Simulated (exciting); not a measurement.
# Electron–core-hole interaction in the F K spectrum of KZnF3

How far do the exchange and direct terms reshape the F K edge of KZnF3?

Main program and level: exciting sodium; X-ray absorption, core-level Bethe-Salpeter equation, exchange and statically screened direct term, Tamm-Dancoff, all-electron LAPW+lo PBE.

**1. The structure**

Symmetry: Pm-3m, No. 221, cubic system. Conventional cell: a = 4.050 Å, b = 4.050 Å, c = 4.050 Å, α = 90.00°, β = 90.00°, γ = 90.00°. Nearest to Zn lie 6 F at 2.02 Å. K has 12 F at 2.86 Å nearest. Nearest to F lie 2 Zn at 2.02 Å and 4 K at 2.86 Å. Farther neighbours and most contacts between anions are not listed.

Coordinates:

```xyz
5
Lattice="4.0500 0.0000 0.0000 0.0000 4.0500 0.0000 0.0000 0.0000 4.0500" Properties=species:S:1:pos:R:3 pbc="T T T"
Zn    2.0250    2.0250    2.0250
K     0.0000    0.0000    0.0000
F     2.0250    0.0000    2.0250
F     0.0000    2.0250    2.0250
F     2.0250    2.0250    0.0000
```

Differences between curves are given as r.m.s. difference over r.m.s. height.

**2. The self-consistent potential**

The species files are the program's own, with muffin-tin radii set in the input.

input.xml reads:

```
<input>
  <title>KZnF3</title>
  <structure speciespath="." autormt="false" epslat="1.0e-5">
    <crystal>
      <basevect>7.6533908033 0.0000000000 0.0000000000</basevect>
      <basevect>0.0000000000 7.6533908033 0.0000000000</basevect>
      <basevect>0.0000000000 0.0000000000 7.6533908033</basevect>
    </crystal>
    <species speciesfile="Zn.xml" rmt="2.152">
      <atom coord="0.5000000000 0.5000000000 0.5000000000"/>
    </species>
    <species speciesfile="K.xml" rmt="2.367">
      <atom coord="0.0000000000 0.0000000000 0.0000000000"/>
    </species>
    <species speciesfile="F.xml" rmt="1.560">
      <atom coord="0.5000000000 0.0000000000 0.5000000000"/>
      <atom coord="0.0000000000 0.5000000000 0.5000000000"/>
      <atom coord="0.5000000000 0.5000000000 0.0000000000"/>
    </species>
  </structure>
  <groundstate do="fromscratch" xctype="GGA_PBE" ngridk="4 4 4" rgkmax="7" gmaxvr="14" nempty="8" swidth="0.001" maxscl="100" epsengy="1e-5"/>
</input>
```

Command:

```console
$ OMP_NUM_THREADS=1 mpirun -n 2 exciting
```

Output:

```text
EXCITING SODIUM started
********************************************************************************
* Ground-state run starting from atomic densities                              *
********************************************************************************
+ Starting initialization                                                      +
 Lattice vectors (cartesian) :
      7.6533908033      0.0000000000      0.0000000000
      0.0000000000      7.6533908033      0.0000000000
      0.0000000000      0.0000000000      7.6533908033
 Reciprocal lattice vectors (cartesian) :
      0.8209675252      0.0000000000      0.0000000000
      0.0000000000      0.8209675252      0.0000000000
      0.0000000000      0.0000000000      0.8209675252
 Unit cell volume                           :     448.2927037661
 Brillouin zone volume                      :       0.5533219956
 Species :    1 (Zn)
     parameters loaded from                 :    Zn.xml
     name                                   :    zinc
     nuclear charge                         :     -30.00000000
     electronic charge                      :      30.00000000
     atomic mass                            :  119198.67800000
     muffin-tin radius                      :       2.15200000
     # of radial points in muffin-tin       :     350
     atomic positions (lattice) :
       1 :   0.00000000  0.00000000  0.00000000
 Species :    2 (K)
     parameters loaded from                 :    K.xml
     name                                   :    potassium
     nuclear charge                         :     -19.00000000
     electronic charge                      :      19.00000000
     atomic mass                            :   71271.84085000
     muffin-tin radius                      :       2.36700000
     # of radial points in muffin-tin       :     350
     atomic positions (lattice) :
       1 :   0.50000000  0.50000000  0.50000000
 Species :    3 (F)
     parameters loaded from                 :    F.xml
     name                                   :    fluorine
     nuclear charge                         :      -9.00000000
     electronic charge                      :       9.00000000
     atomic mass                            :   34631.97043000
     muffin-tin radius                      :       1.56000000
     # of radial points in muffin-tin       :     250
     atomic positions (lattice) :
       1 :   0.00000000  0.50000000  0.00000000
       2 :   0.50000000  0.00000000  0.00000000
       3 :   0.00000000  0.00000000  0.50000000
 Total number of atoms per unit cell        :       5
 Spin treatment                             :    spin-unpolarised
 Number of Bravais lattice symmetries       :      48
 Number of crystal symmetries               :      48
 k-point grid                               :       4    4    4
 Total number of k-points                   :      10
 k-point set is reduced with crystal symmetries
 R^MT_min * |G+k|_max (rgkmax)              :       7.00000000
 Species with R^MT_min                      :       3 (F)
 Maximum |G+k| for APW functions            :       4.48717949
 Maximum |G| for potential and density      :      14.00000000
 G-vector grid sizes                        :      36    36    36
 Total number of G-vectors                  :   20719
 Maximum angular momentum used for
     APW functions                          :       8
     computing H and O matrix elements      :       8
     potential and density                  :       8
     inner part of muffin-tin               :       2
 Total nuclear charge                       :     -76.00000000
 Total electronic charge                    :      76.00000000
 Total core charge                          :      28.00000000
 Total valence charge                       :      48.00000000
 Number of empty states                     :       8
 Total number of valence states             :      33
 Maximum Hamiltonian size                   :     727
 Maximum number of plane-waves              :     692
 Total number of local-orbitals             :      35
 Exchange-correlation type                  :      20
     Perdew-Burke-Ernzerhof, Phys. Rev. Lett. 77, 3865 (1996)
     Generalised gradient approximation (GGA)
 Smearing scheme                            :    Gaussian
 Smearing width                             :       0.00100000
 Using multisecant Broyden potential mixing
+ Ending initialization                                                        +
********************************************************************************
* Groundstate module started                                                   *
********************************************************************************
 Output level for this task is set to normal
+ Self-consistent loop started                                                 +
 Density and potential initialised from atomic data
+ SCF iteration number :    1                                                  +
 Total energy                               :     -2702.85812571
 _______________________________________________________________
 Fermi energy                               :         0.09654338
 Kinetic energy                             :      2735.13367000
 Coulomb energy                             :     -5300.84203848
 Exchange energy                            :      -134.00361660
 Correlation energy                         :        -3.14614062
 DOS at Fermi energy (states/Ha/cell)       :         0.00000000
 Electron charges :
     core                                   :        28.00000000
     core leakage                           :         0.00036268
     valence                                :        48.00000000
     interstitial                           :         5.01726327
     charge in muffin-tin spheres :
                  atom     1    Zn          :        28.19561575
                  atom     2     K          :        17.51120563
                  atom     3     F          :         8.42530512
                  atom     4     F          :         8.42530512
                  atom     5     F          :         8.42530512
     total charge in muffin-tins            :        70.98273673
     total charge                           :        76.00000000
 Estimated fundamental gap                  :         0.14907441
        valence-band maximum at    9      0.5000  0.5000  0.2500
     conduction-band minimum at    1      0.0000  0.0000  0.0000
[... further iterations ...]
| Convergence targets achieved. Performing final SCF iteration                 +
 Total energy                               :     -2698.14700556
 _______________________________________________________________
 Fermi energy                               :         0.11286851
 Kinetic energy                             :      2734.88793930
 Coulomb energy                             :     -5296.54828718
 Exchange energy                            :      -133.34036224
 Correlation energy                         :        -3.14629544
 DOS at Fermi energy (states/Ha/cell)       :         0.00000000
 Electron charges :
     core                                   :        28.00000000
     core leakage                           :         0.00035939
     valence                                :        48.00000000
     interstitial                           :         5.59641411
     charge in muffin-tin spheres :
                  atom     1    Zn          :        28.39101793
                  atom     2     K          :        17.56235529
                  atom     3     F          :         8.15007089
                  atom     4     F          :         8.15007089
                  atom     5     F          :         8.15007089
     total charge in muffin-tins            :        70.40358589
     total charge                           :        76.00000000
 Estimated fundamental gap                  :         0.14359967
        valence-band maximum at   10      0.5000  0.5000  0.5000
     conduction-band minimum at    1      0.0000  0.0000  0.0000
+ Self-consistent loop stopped                                                 +
 STATE.OUT is written
********************************************************************************
* Groundstate module stopped                                                   *
********************************************************************************
 Total time spent (seconds)                 :        76.92
- CAUTION! Warnings have been written in file WARNING.OUT !                    -
| EXCITING SODIUM stopped                                                      =
```

Elapsed: 78 s, on 2 MPI ranks of Arm Neoverse V2, shared host.

The warnings file holds hints only, no warning.

The mesh shows a gap of 3.91 eV. Core levels (Dirac, from the valence top):

| atom | level | energy (eV) |
| --- | --- | --- |
| Zn | 2s1/2 | -1150.8 |
| Zn | 2p1/2 | -1012.6 |
| Zn | 2p3/2 | -988.8 |
| Zn | 3s1/2 | -122.4 |
| K | 1s1/2 | -3513.3 |
| K | 2s1/2 | -344.9 |
| K | 2p1/2 | -273.5 |
| K | 2p3/2 | -270.6 |
| F | 1s1/2 | -652.8 |

**3. A richer basis for the empty states**

Each species file gets more local orbitals, built from u and its energy derivative at 0.15 Ha and u at 0.9 Ha.

input.xml is that of step 2.

SPECIES.xml, added lines reads:

```
<lo l="L">  <!-- L = 0, 1, 2 -->
  <wf matchingOrder="0" trialEnergy="0.1500" searchE="false"/>
  <wf matchingOrder="1" trialEnergy="0.1500" searchE="false"/>
  <wf matchingOrder="0" trialEnergy="0.9000" searchE="false"/>
</lo>
```

Command:

```console
$ OMP_NUM_THREADS=1 mpirun -n 2 exciting
```

Output:

```text
EXCITING SODIUM started
********************************************************************************
* Ground-state run starting from atomic densities                              *
********************************************************************************
+ Starting initialization                                                      +
[... lattice and species ...]
 Spin treatment                             :    spin-unpolarised
 Number of Bravais lattice symmetries       :      48
[...]
+ Self-consistent loop stopped                                                 +
 STATE.OUT is written
********************************************************************************
* Groundstate module stopped                                                   *
********************************************************************************
 Total time spent (seconds)                 :        79.62
- CAUTION! Warnings have been written in file WARNING.OUT !                    -
| EXCITING SODIUM stopped                                                      =
[key lines of the parts left out:]
Total energy                               :     -2698.14902799
Fermi energy                               :         0.11403782
```

It took 81 s on 2 MPI ranks.

Against the first ground state the total energy moves by -11 meV an atom and the gap by -0.03 eV.

[end of part 1 of 3]

[Banner, clock and machine lines of the logs are left out without a mark of their own.]

[Logs are printed without paths, hosts, clocks, repeated set-up lines and the standing remarks that a program may print on its own settings, such as how far it seeks lower states.]

[Hosts, paths, dates, database ids (printed as entryN), source tags and the programs' standing remarks are cut or masked in the printed files.]
